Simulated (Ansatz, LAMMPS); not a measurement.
## Free surface of ionic liquid triethylsulfonium formate with water at 260 K (81 atoms): a reference run and its variants

The cell holds 81 atoms: 21 C, 3 S, 50 H and 7 O. Cell: a = 8.391 Å, b = 8.391 Å, c = 21.104 Å, α = 90.0°, β = 90.0°, γ = 90.0°. 3 triethylsulfonium, 3 formate, 1 H2O placed at random, at 1.08 g/cm³, as a film with 10 Å of vacuum; overlaps pushed apart, then 10 ps at 340 K with MMFF94 bonds, angles, torsions, charges and radii (Halgren, J. Comput. Chem. 17, 490 (1996)) in harmonic and 12-6 forms; SPC/E water (Berendsen, Grigera and Straatsma, J. Phys. Chem. 91, 6269 (1987)); charges of ions scaled by 0.8. Snapshot after 30 ps at 260 K and fixed volume. Vacuum lies along c.

Geometry: as built.

Reference run: Kohn-Sham DFT, PBE+D3(BJ), PAW (set soft_2), plane waves (Ansatz 0.2.0), cutoff 420 eV, Γ point, fermi-dirac smearing of 0.05 eV.

* r.m.s. force component: 0.8283 eV/Å
* gap (highest filled to lowest empty level): 2.114 eV
* SCF cycles: 10
* time: 8.4 s on 4 threads of Arm Neoverse V2, shared host

Q: Estimate how much each variant changes the results, and its time and memory.
- support functions medium
- support functions low
- support functions medium, radius 3.47 Å
- support functions medium, radius 3.75 Å
- support functions medium, radius 4.0 Å
- support functions medium, radius 4.29 Å
- support functions medium, radius 4.82 Å
- support functions medium, radius 5.36 Å
- scf.mixing.algorithm = "broyden", scf.mixing.beta = 0.5 and scf.mixing.ndim = 2

Differences are against the plane-wave reference (Kohn-Sham DFT, PBE+D3(BJ), PAW (set soft_2), plane waves), whose r.m.s. force component is 0.828 eV/Å. Energies are set beside the reference only for runs with its functional, potentials and electron count. Times are for 4 threads of Arm Neoverse V2, shared host. The reference's time includes the DOS, ELF and grids, which some other runs skip.

```tsv
run	Δ force, r.m.s. (meV/Å)	share of r.m.s. force (%)	Δ energy (meV/atom)	Δ gap (eV)	cycles	time	host memory (GiB)
reference	-	-	-	-	10	8.4 s	1.2
support functions medium	6.08	0.735	-3.69	-2.0e-4	19	75 s	3.1
support functions low	6.00	0.724	-3.69	1.0e-4	16	65 s	2.9
support functions medium, radius 3.47 Å	6.08	0.735	-3.69	-1.0e-4	19	71 s	3.0
support functions medium, radius 3.75 Å	6.10	0.737	-3.69	-5.0e-4	18	78 s	3.2
support functions medium, radius 4.0 Å	6.08	0.734	-3.69	-1.0e-4	19	91 s	3.5
support functions medium, radius 4.29 Å	6.12	0.738	-3.69	-3.0e-4	18	1.8 min	3.9
support functions medium, radius 4.82 Å	6.08	0.734	-3.69	-3.0e-4	17	2.5 min	4.7
support functions medium, radius 5.36 Å	6.11	0.738	-3.69	-3.0e-4	17	3.5 min	5.6
scf.mixing.algorithm = "broyden", scf.mixing.beta = 0.5 and scf.mixing.ndim = 2	0.014	0.0017	0	0	13	8.9 s	1.2
```

Among numerical settings the force difference runs from 0.014 meV/Å (scf.mixing.algorithm = "broyden", scf.mixing.beta = 0.5 and scf.mixing.ndim = 2) to 6.1 meV/Å (support functions medium, radius 4.29 Å). At 81 atoms the fastest of the runs at a preset level, support functions low, takes roughly 7.8 times the time of plane waves (whose run also made extra analyses, so the like-for-like ratio is larger), in 16 SCF cycles against 10. Differences between support functions and plane waves include what basis error the plane-wave run still has. The force difference hardly changes among these support-function runs, which points to the basis of the plane-wave reference as its main source. As the radius goes from 3.47 to 5.36 Å, the force difference goes from 6.1 to 6.1 meV/Å, and the time from 71 s to 3.5 min. 

[Logs are printed without paths, hosts, clocks, repeated set-up lines and the standing remarks that a program may print on its own settings, such as how far it seeks lower states.]

[Hosts, paths, dates, database ids (printed as entryN), source tags and the programs' standing remarks are cut or masked in the printed files.]

[The MMFF94 radii named for the starting cell were scaled by 0.96; in molecules described by MMFF94, hydrogen bound to N, O or S took a small fixed 12-6 site in their place.]
